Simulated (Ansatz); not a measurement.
# Ag wire along [110], 4 atoms a period: bands by functional and under strain, part 3 of 3

Aim: is the Ag wire along [110], 4 atoms a period a metal or a semiconductor?

Ansatz 0.2.0; DFT PBE, plane waves, PAW; relaxation of a wire's period (the session's first sound run).

So far. Step 6 (Another level of theory, level r2SCAN, cutoff 500 eV): Bands cross the Fermi level, as under PBE at the relaxed period. Step 7 (With spin-orbit coupling): Bands cross the Fermi level, as under PBE at the relaxed period, with no moment.

**8. At a strained period, period over the relaxed period 0.94, k-mesh 1×1×23**

This step: DFT PBE, plane waves, PAW; relaxation at a fixed period (Ansatz 0.2.0).

The period is set to 0.94 times the relaxed one and the atoms relax within it: strain changes bond lengths and angles, which shifts the bands against each other. Against the first PBE run of this kind, the mesh along the wire has 23 points against 29.

The cell differs from the one that the last finished run ended in (c 2.785 → 2.618 Å).

File input.yaml:

```yaml
crystal:
  lattice:
    - [8.875, 0.0, 0.0]
    - [0.0, 11.202, 0.0]
    - [0.0, 0.0, 2.6178091451]
  atoms:
    - { symbol: Ag, position: [0.369807483, 0.673135462, 0.0] }
    - { symbol: Ag, position: [0.384171874, 0.42574641, 0.0] }
    - { symbol: Ag, position: [0.630192517, 0.326841302, 0.5] }
    - { symbol: Ag, position: [0.615828126, 0.574230354, 0.5] }
kpoints:
  mp_grid: { grid: [1, 1, 23] }
  band_path: { path: ["Γ", Z], npoints: 50 }
scf:
  occupations: { method: fermi_dirac, width: 0.05 }
hamiltonian:
  xc: pbe
relax:
  max_steps: 40
  f_tol: 0.02
output:
  stress: true
```

On the command line:

```bash
$ ansatz run input.yaml --threads 8 --pin off --max-ram 16384MiB --backend cpu --events-out ev --progress --plain --runs-dir out
```

Numbers of over 12 decimals in the logs are rounded to 6 here.

The log of the run:

```text
Warning: output.stress: scf.convergence.dr2_threshold = 1e-7 eV (the SCF's general default) is looser than the 4e-10 eV advised for a printed stress (1e-10 eV for each atom of the cell: 4). What an SCF threshold leaves in a stress goes as its square root, and in the free energy as the threshold itself, and one threshold admits the most on a small cell: [figures from the program's tests cut] Every solve of this run an [...]
[...]
Crystal: 4 atoms, lattice volume = 260.257 Å³
Basis set: ecut = 420 eV, 5137 PW (Γ), exchange–correlation on 120×150×36 points (8 copies of the dense FFT grid, shifted against one another)
Bands: 46, of which v1, the nominal top of the filled ones, is band 38 counted from 1 (37 counted from 0)
Symmetry: 4 space group operations
[...]
k-points: 12 of 23
[...]
SCF iter   1: F=—  HF=-30358.983023 eV  |F-HF|=—  |Δ(HF+E_count)|=         —  Δρ=1.21e-3  dr2=7.76e-3  ethr=1.77e-3  ⟨swp⟩=7.1  Hψ=2312  notcnv=0  defer=7
[...]
SCF iter   6: F=-30358.987369 eV  HF=-30358.987371 eV  |F-HF|=1.93e-6  |Δ(HF+E_count)|=   2.59e-6  Δρ=2.33e-5  dr2=2.59e-6  ethr=1.32e-8  ⟨swp⟩=4.2  Hψ=1784  notcnv=0
SCF 1 converged in 6 iterations: F = -30358.987369 eV  dr2 = 2.59e-6
[...]
relax step   1: F+E_penalty+E_count = -30358.98736924 eV  Δ(F+E_penalty+E_count) = +0.000e0 eV  max|allowed force component| = 3.085e-1 eV/Å  Δτ_max = 0.0000 Å  (6 SCF iters, dr2 threshold 1.00e-5 eV, accepted)
[...]
SCF iter   6: F=-30359.005440 eV  HF=-30359.005441 eV  |F-HF|=4.39e-7  |Δ(HF+E_count)|=   1.07e-6  Δρ=1.36e-5  dr2=1.01e-6  ethr=7.83e-9  ⟨swp⟩=4.0  Hψ=1784  notcnv=0
SCF 2 converged in 6 iterations: F = -30359.005440 eV  dr2 = 1.01e-6
relax step   2: F+E_penalty+E_count = -30359.00544039 eV  Δ(F+E_penalty+E_count) = -1.807e-2 eV  max|allowed force component| = 1.387e-1 eV/Å  Δτ_max = 0.0736 Å  (6 SCF iters, dr2 threshold 5.95e-6 eV, accepted)
SCF iter   1: F=—  HF=-30359.013279 eV  |F-HF|=—  |Δ(HF+E_count)|=         —  Δρ=8.77e-4  dr2=1.61e-3  ethr=1.92e-5  ⟨swp⟩=4.0  Hψ=1444  notcnv=0  defer=25
[...]
SCF iter   6: F=-30359.012865 eV  HF=-30359.012865 eV  |F-HF|=7.71e-8  |Δ(HF+E_count)|=   3.16e-7  Δρ=7.64e-6  dr2=2.18e-7  ethr=1.58e-9  ⟨swp⟩=4.0  Hψ=1786  notcnv=0
SCF 3 converged in 6 iterations: F = -30359.012865 eV  dr2 = 2.18e-7
relax step   3: F+E_penalty+E_count = -30359.01286541 eV  Δ(F+E_penalty+E_count) = -7.425e-3 eV  max|allowed force component| = 2.809e-2 eV/Å  Δτ_max = 0.0309 Å  (6 SCF iters, dr2 threshold 1.20e-6 eV, accepted)
[...]
relax step   4: F+E_penalty+E_count = -30359.01348551 eV  Δ(F+E_penalty+E_count) = -6.201e-4 eV  max|allowed force component| = 4.601e-3 eV/Å  Δτ_max = 0.0361 Å  (6 SCF iters, accepted)
[...]
relax step   5: F+E_penalty+E_count = -30359.01394269 eV  Δ(F+E_penalty+E_count) = -4.572e-4 eV  max|allowed force component| = 2.801e-2 eV/Å  Δτ_max = 0.0777 Å  (7 SCF iters, accepted)
[...]
relax step   6: F+E_penalty+E_count = -30359.01429303 eV  Δ(F+E_penalty+E_count) = -3.503e-4 eV  max|allowed force component| = 2.604e-2 eV/Å  Δτ_max = 0.0444 Å  (7 SCF iters, accepted)
[...]
relax step   7: F+E_penalty+E_count = -30359.01504039 eV  Δ(F+E_penalty+E_count) = -7.474e-4 eV  max|allowed force component| = 1.846e-2 eV/Å  Δτ_max = 0.1226 Å  (7 SCF iters, dr2 threshold 5.86e-7 eV, accepted)
[...]
relax step   8: F+E_penalty+E_count = -30359.01504045 eV  Δ(F+E_penalty+E_count) = -5.771e-8 eV  max|allowed force component| = 1.843e-2 eV/Å  Δτ_max = 0.0000 Å  (3 SCF iters, accepted)
[...]
relax step   9: F+E_penalty+E_count = -30359.01530806 eV  Δ(F+E_penalty+E_count) = -2.676e-4 eV  max|allowed force component| = 1.895e-2 eV/Å  Δτ_max = 0.0750 Å  (7 SCF iters, accepted)
SCF iter   1: F=—  HF=-30359.017171 eV  |F-HF|=—  |Δ(HF+E_count)|=         —  Δρ=1.29e-3  dr2=4.47e-3  ethr=5.78e-5  ⟨swp⟩=4.3  Hψ=1340  notcnv=0  defer=23
[...]
SCF iter   7: F=-30359.015492 eV  HF=-30359.015492 eV  |F-HF|=1.26e-8  |Δ(HF+E_count)|=   2.23e-8  Δρ=2.27e-6  dr2=1.53e-8  ethr=1.32e-10  ⟨swp⟩=5.0  Hψ=1921  notcnv=0
SCF 10 converged in 7 iterations: F = -30359.015492 eV  dr2 = 1.53e-8
relax step  10: F+E_penalty+E_count = -30359.01549219 eV  Δ(F+E_penalty+E_count) = -1.841e-4 eV  max|allowed force component| = 1.447e-2 eV/Å  Δτ_max = 0.0506 Å  (7 SCF iters, accepted)
[...]
the band table was solved once a step of the walk had ended and its energy, with any forces and stress, was formed, with the checks that follow a solve (2670 applications of the Hamiltonian). They found nothing against the state; the energy, forces and stress were not computed again (output.eigenvalues in the input reference)
[...]
SCF converged after 7 iterations
Free energy (F): -30359.015492 eV
[...]
Internal energy: -30358.999605 eV  (E = F + TS)
E sigma→0 (E₀):  -30359.007549 eV
Entropy (-TS):   -0.015887 eV (-3.972 meV/atom)
Fermi energy:    1.430661 eV
[...]
--- Forces (eV/Å), atoms counted from 1 ---
  atom   1  Ag     0.00802175    -0.01446674     0.00000000
  atom   2  Ag     0.01241705     0.00414697     0.00000000
  atom   3  Ag    -0.00802175     0.01446674     0.00000000
  atom   4  Ag    -0.01241705    -0.00414697     0.00000000
  max |Σ_I F_I| component: 0.00e0 eV/Å
--- Stress (GPa, compression-positive) ---
        0.176030       0.003560       0.000000
        0.003560      -0.020869       0.000000
        0.000000       0.000000       3.579447
  P = ⅓ Tr σ = 1.2449 GPa (12.449 kbar)
--- Band table (eV; the first three rows and the last of 12) ---
  k-point 0: bands = [... 34 lower, -1.4145, -1.3067, -1.2627, -0.8078, 0.4311, 1.3324, 2.7188, 2.8956, ... 4 higher]
  k-point 1: bands = [... 34 lower, -1.4524, -1.3660, -1.3030, -0.7404, 0.4834, 1.3830, 2.7972, 2.9666, ... 4 higher]
  k-point 2: bands = [... 34 lower, -1.5572, -1.4922, -1.4072, -0.5809, 0.6313, 1.5278, 3.0206, 3.1714, ... 4 higher]
  k-point 11: bands = [... 34 lower, -1.0101, -0.9760, 2.6378, 3.5385, 4.5077, 5.2373, 6.1784, 6.7700, ... 4 higher]
--- Relaxed structure (10 steps of the walk, 10 accepted, 0 SCFs on fresh bases) ---
  F+E_penalty+E_count = -30359.01549219 eV   max|allowed force component| = 1.447e-2 eV/Å
  atoms:
    - { symbol: Ag, position: [0.406844, 0.694040, 0.0] }
    - { symbol: Ag, position: [0.367281, 0.444283, 0.0] }
    - { symbol: Ag, position: [0.593156, 0.305937, 0.5] }
    - { symbol: Ag, position: [0.632719, 0.555694, 0.5] }
```

It took 10 s on 8 threads of Arm Neoverse V2, shared host; peak memory 0.81 GiB.

Step by step:

| step | energy less that of the first step (eV) | largest force component (eV/Å) |
| --- | --- | --- |
| 1 | 0.0000 | 0.3085 |
| 2 | -0.0181 | 0.1387 |
| 3 | -0.0255 | 0.0281 |
| 4 | -0.0261 | 0.0046 |
| 5 | -0.0266 | 0.0280 |
| 6 | -0.0269 | 0.0260 |
| 7 | -0.0277 | 0.0185 |
| 8 | -0.0277 | 0.0184 |
| 9 | -0.0279 | 0.0189 |
| 10 | -0.0281 | 0.0145 |

The run keeps the 4 symmetry operations that it works with, so distortions that break them were not tested.

The atoms that moved most (Å):

| atom | dx | dy | dz | length |
| --- | --- | --- | --- | --- |
| Ag3 | -0.329 | -0.234 | 0.000 | 0.404 |
| Ag1 | 0.329 | 0.234 | 0.000 | 0.404 |
| Ag4 | 0.150 | -0.208 | 0.000 | 0.256 |
| Ag2 | -0.150 | 0.208 | 0.000 | 0.256 |

The relaxed structure:

```xyz
4
Lattice="8.8750 0.0000 0.0000 0.0000 11.2020 0.0000 0.0000 0.0000 2.6178" Properties=species:S:1:pos:R:3
Ag    3.6107    7.7746    0.0000
Ag    3.2596    4.9769    0.0000
Ag    5.2643    3.4271    1.3089
Ag    5.6154    6.2249    1.3089
```

Numbers from this step:

```yaml
energy_at_zero_smearing: -30359.0075 eV
```

The electronic bands at the labelled points (eV, zero at the Fermi level):

| point | band 35 | band 36 | band 37 | band 38 | band 39 | band 40 | band 41 | band 42 |
| --- | --- | --- | --- | --- | --- | --- | --- | --- |
| Γ | -2.85 | -2.74 | -2.69 | -2.24 | -1.00 | -0.10 | 1.29 | 1.46 |
| halfway | -3.22 | -3.08 | -3.02 | -0.92 | 0.38 | 1.29 | 3.29 | 3.36 |
| Z | -2.41 | -2.41 | 1.70 | 1.70 | 3.48 | 3.48 | 5.05 | 5.05 |

Bands cross the Fermi level, as under PBE at the relaxed period.

**9. Strain along the wire, period over the relaxed period 1.1, k-mesh 1×1×20**

The period is set to 1.1 times the relaxed one and the atoms relax within it: strain changes bond lengths and angles, which shifts the bands against each other. Against the first PBE run of this kind, the mesh along the wire has 20 points against 29.

The cell differs from the one that the last finished run ended in (c 2.618 → 3.063 Å).

input.yaml, as its differences from that of step 8:

```diff
@@ -4,3 +4,3 @@
     - [0.0, 11.202, 0.0]
-    - [0.0, 0.0, 2.6178091451]
+    - [0.0, 0.0, 3.0633936804]
   atoms:
@@ -11,3 +11,3 @@
 kpoints:
-  mp_grid: { grid: [1, 1, 23] }
+  mp_grid: { grid: [1, 1, 20] }
   band_path: { path: ["Γ", Z], npoints: 50 }
```

The log of the run:

```text
[...]
Crystal: 4 atoms, lattice volume = 304.556 Å³
Basis set: ecut = 420 eV, 5951 PW (Γ), exchange–correlation on 120×150×48 points (8 copies of the dense FFT grid, shifted against one another)
Bands: 46, of which v1, the nominal top of the filled ones, is band 38 counted from 1 (37 counted from 0)
Symmetry: 4 space group operations
[...]
--- Relaxed structure (4 steps of the walk, 4 accepted, 0 SCFs on fresh bases) ---
  F+E_penalty+E_count = -30358.95508285 eV   max|allowed force component| = 1.331e-2 eV/Å
  atoms:
    - { symbol: Ag, position: [0.374589, 0.672938, 0.0] }
    - { symbol: Ag, position: [0.394571, 0.426217, 0.0] }
    - { symbol: Ag, position: [0.625411, 0.327039, 0.5] }
    - { symbol: Ag, position: [0.605429, 0.573760, 0.5] }
[key lines of the parts left out:]
SCF converged after 2 iterations
Free energy (F): -30358.955083 eV
Fermi energy:    0.815466 eV
P = ⅓ Tr σ = -0.6179 GPa (-6.179 kbar)
```

The job ended after 5.1 s (8 threads; peak memory 0.9 GiB; 36 s of CPU time).

Step by step:

| step | energy less that of the first step (eV) | largest force component (eV/Å) |
| --- | --- | --- |
| 1 | 0.0000 | 0.4058 |
| 2 | -0.0515 | 0.1035 |
| 3 | -0.0549 | 0.0133 |
| 4 | -0.0549 | 0.0133 |

The run keeps the 4 symmetry operations that it works with, so distortions that break them were not tested.

The atoms that moved most (Å):

| atom | dx | dy | dz | length |
| --- | --- | --- | --- | --- |
| Ag2 | 0.092 | 0.005 | 0.000 | 0.092 |
| Ag4 | -0.092 | -0.005 | 0.000 | 0.092 |
| Ag3 | -0.042 | 0.002 | 0.000 | 0.042 |
| Ag1 | 0.042 | -0.002 | 0.000 | 0.042 |

The relaxed structure:

```xyz
4
Lattice="8.8750 0.0000 0.0000 0.0000 11.2020 0.0000 0.0000 0.0000 3.0634" Properties=species:S:1:pos:R:3
Ag    3.3245    7.5383    0.0000
Ag    3.5018    4.7745    0.0000
Ag    5.5505    3.6635    1.5317
Ag    5.3732    6.4273    1.5317
```

Numbers from this step:

```
energy at zero smearing : -30358.9494 eV
```

Bands cross the Fermi level, as under PBE at the relaxed period.

**10. The same system on other settings**

This step: DFT LDA, plane waves, PAW; bands of a perfect wire at the PBE geometry; changed: scf.occupations.method = "gaussian", scf.occupations.width = 0.15 (Ansatz 0.2.0).

The atoms of the band run (LDA) are kept and the input is varied, to see whether the result depends on it.

File input.yaml:

```yaml
crystal:
  lattice:
    - [8.875, 0.0, 0.0]
    - [0.0, 11.202, 0.0]
    - [0.0, 0.0, 2.7849033458]
  atoms:
    - { symbol: Ag, position: [0.369807483, 0.673135462, 0.0] }
    - { symbol: Ag, position: [0.384171874, 0.42574641, 0.0] }
    - { symbol: Ag, position: [0.630192517, 0.326841302, 0.5] }
    - { symbol: Ag, position: [0.615828126, 0.574230354, 0.5] }
kpoints:
  mp_grid: { grid: [1, 1, 22] }
  band_path: { path: ["Γ", Z], npoints: 50 }
scf:
  occupations: { method: gaussian, width: 0.15 }
hamiltonian:
  xc: lda
```

The log of the run:

```text
[...]
Crystal: 4 atoms, lattice volume = 276.869 Å³
Basis set: ecut = 420 eV, 5469 PW (Γ)
Bands: 46, of which v1, the nominal top of the filled ones, is band 38 counted from 1 (37 counted from 0)
Symmetry: 4 space group operations
[...]
k-points: 12 of 22
[...]
SCF iter   1: F=—  HF=-29828.062282 eV  |F-HF|=—  |Δ(HF+E_count)|=         —  Δρ=6.35e-3  dr2=1.16e-1  ethr=1.77e-3  ⟨swp⟩=7.2  Hψ=2311  notcnv=0
[...]
SCF iter   9: F=-29828.031577 eV  HF=-29828.031577 eV  |F-HF|=2.92e-9  |Δ(HF+E_count)|=   5.01e-9  Δρ=1.14e-6  dr2=3.60e-9  ethr=1.32e-10  ⟨swp⟩=2.7  Hψ=1152  notcnv=0
SCF 1 converged in 9 iterations: F = -29828.031577 eV  dr2 = 3.60e-9
[...]
SCF converged after 9 iterations
Free energy (F): -29828.031577 eV
[...]
Internal energy: -29828.015046 eV  (E = F + TS)
E sigma→0 (E₀):  -29828.023312 eV
Entropy (-TS):   -0.016531 eV (-4.133 meV/atom)
Fermi energy:    0.834014 eV
[...]
--- Band table (eV; the first three rows and the last of 12) ---
  k-point 0: bands = [... 34 lower, -2.0731, -1.9392, -1.8920, -1.2945, -0.0637, 0.8897, 2.1775, 2.5401, ... 4 higher]
  k-point 1: bands = [... 34 lower, -2.0994, -1.9792, -1.9197, -1.2413, -0.0165, 0.9370, 2.2474, 2.6039, ... 4 higher]
  k-point 2: bands = [... 34 lower, -2.1719, -2.0677, -1.9907, -1.1032, 0.1197, 1.0742, 2.4488, 2.7895, ... 4 higher]
  k-point 11: bands = [... 34 lower, -1.7256, -1.7256, 1.9719, 1.9719, 3.7679, 3.7679, 5.0706, 5.0706, ... 4 higher]
```

The job ended after 3 s (8 threads; peak memory 0.81 GiB; 22 s of CPU time).

This step gave:

| Quantity | Value |
| --- | --- |
| energy at zero smearing | -29828.0233 eV |

It took 3 s against 3.1 s for the run it varies.

Against step 4 (now occupations Gaussian and smearing width 0.15 eV), the free energy moves by -0.5 meV an atom.

**11. The same system on other settings**

This step: DFT LDA, plane waves, PAW; bands of a perfect wire at the PBE geometry; changed: hamiltonian.hubbard = {"sites": [{"species": "Ag", "l": "d", "u_eff": 40.0}]}, scf.max_iter = 75 (Ansatz 0.2.0).

The input of the band run (LDA) is made doubtful on purpose.

input.yaml, as its differences from that of step 10:

```diff
@@ -14,4 +14,6 @@
 scf:
-  occupations: { method: gaussian, width: 0.15 }
+  occupations: { method: fermi_dirac, width: 0.05 }
+  max_iter: 75
 hamiltonian:
   xc: lda
+  hubbard: { sites: [{ species: Ag, l: d, u_eff: 40.0 }] }
```

The log of the run:

```text
Ag: projections on atomic orbitals take those of the free atom [Ar 3d10] 4s2 4p6 4d10 5s1, of charge +0.00 (hamiltonian.pseudopotentials.projection_atoms); the dataset's partial waves leave at most 1.2e-5 of an orbital's norm unspanned inside its sphere
[...]
Crystal: 4 atoms, lattice volume = 276.869 Å³
Basis set: ecut = 420 eV, 5469 PW (Γ)
Bands: 46, of which v1, the nominal top of the filled ones, is band 38 counted from 1 (37 counted from 0)
Symmetry: 4 space group operations
[...]
k-points: 12 of 22
[...]
SCF iter   7: F=-29825.886427 eV  HF=-29825.886427 eV  |F-HF|=1.46e-8  |Δ(HF+E_count)|=   1.50e-7  Δρ=3.56e-6  dr2=2.65e-8  ethr=1.32e-10  ⟨swp⟩=9.1  Hψ=1795  notcnv=0
SCF 1 converged in 7 iterations: F = -29825.886427 eV  dr2 = 2.65e-8
[...]
SCF converged after 7 iterations
Free energy (F): -29825.886427 eV
[...]
Internal energy: -29825.874880 eV  (E = F + TS)
E sigma→0 (E₀):  -29825.880654 eV
Entropy (-TS):   -0.011547 eV (-2.887 meV/atom)
Fermi energy:    0.633843 eV
[...]
--- Band table (eV; the first three rows and the last of 12) ---
  k-point 0: bands = [... 34 lower, -21.0948, -21.0371, -4.4025, -1.8586, -0.2724, 0.7531, 2.2542, 2.6500, ... 4 higher]
  k-point 1: bands = [... 34 lower, -21.1267, -21.0733, -4.3517, -1.8104, -0.2252, 0.8017, 2.3218, 2.7123, ... 4 higher]
  k-point 2: bands = [... 34 lower, -21.2112, -21.1698, -4.2003, -1.6666, -0.0843, 0.9459, 2.5189, 2.8952, ... 4 higher]
  k-point 11: bands = [... 34 lower, -20.7313, -20.7313, 1.7471, 1.7471, 3.8029, 3.8029, 5.1801, 5.1801, ... 4 higher]
Occupation matrices written to <dir>
```

Wall time 3 s (8 threads); peak memory 1 GiB; 22 s of CPU time.

Residual by cycle:

cycle, log10 residual and a bar from the least value:
```
        1       -0.1 ##############################
        2       -1.4 #########################
        3       -2.3 #####################
        4       -3.6 ################
        5       -4.6 ############
        6       -6.1 ######
        7       -7.6
```

The run finished. A setting was moved off its sound value on purpose, so it serves as a test and not as the result.

The fault put into the input: an enormous or negative U (hamiltonian.hubbard).

**12. What came out**

| Quantity | Value |
| --- | --- |
| cell length, PBE | 2.785 Å |
| conductance, PBE | 3.19 G₀ |
| gap, period scaled by 0.94 | none |
| gap, period scaled by 1.1 | none |

**Reading.** Under PBE the cell's length is 2.78 Å, and it is a metal with 3 channels a spin next to the Fermi level, 3.19 G₀ at 300 K. A perfect wire passes every open channel, so the conductance counts half a G₀ for each forward-moving state at the Fermi level, spin by spin; the value here is no such multiple, since a band edge lies within the thermal window. Transport is coherent and elastic here: the atoms are frozen, so scattering by vibrations plays no part.

[Logs are printed without paths, hosts, clocks, repeated set-up lines and the standing remarks that a program may print on its own settings, such as how far it seeks lower states.]

[Hosts, paths, dates, database ids (printed as entryN), source tags and the programs' standing remarks are cut or masked in the printed files.]
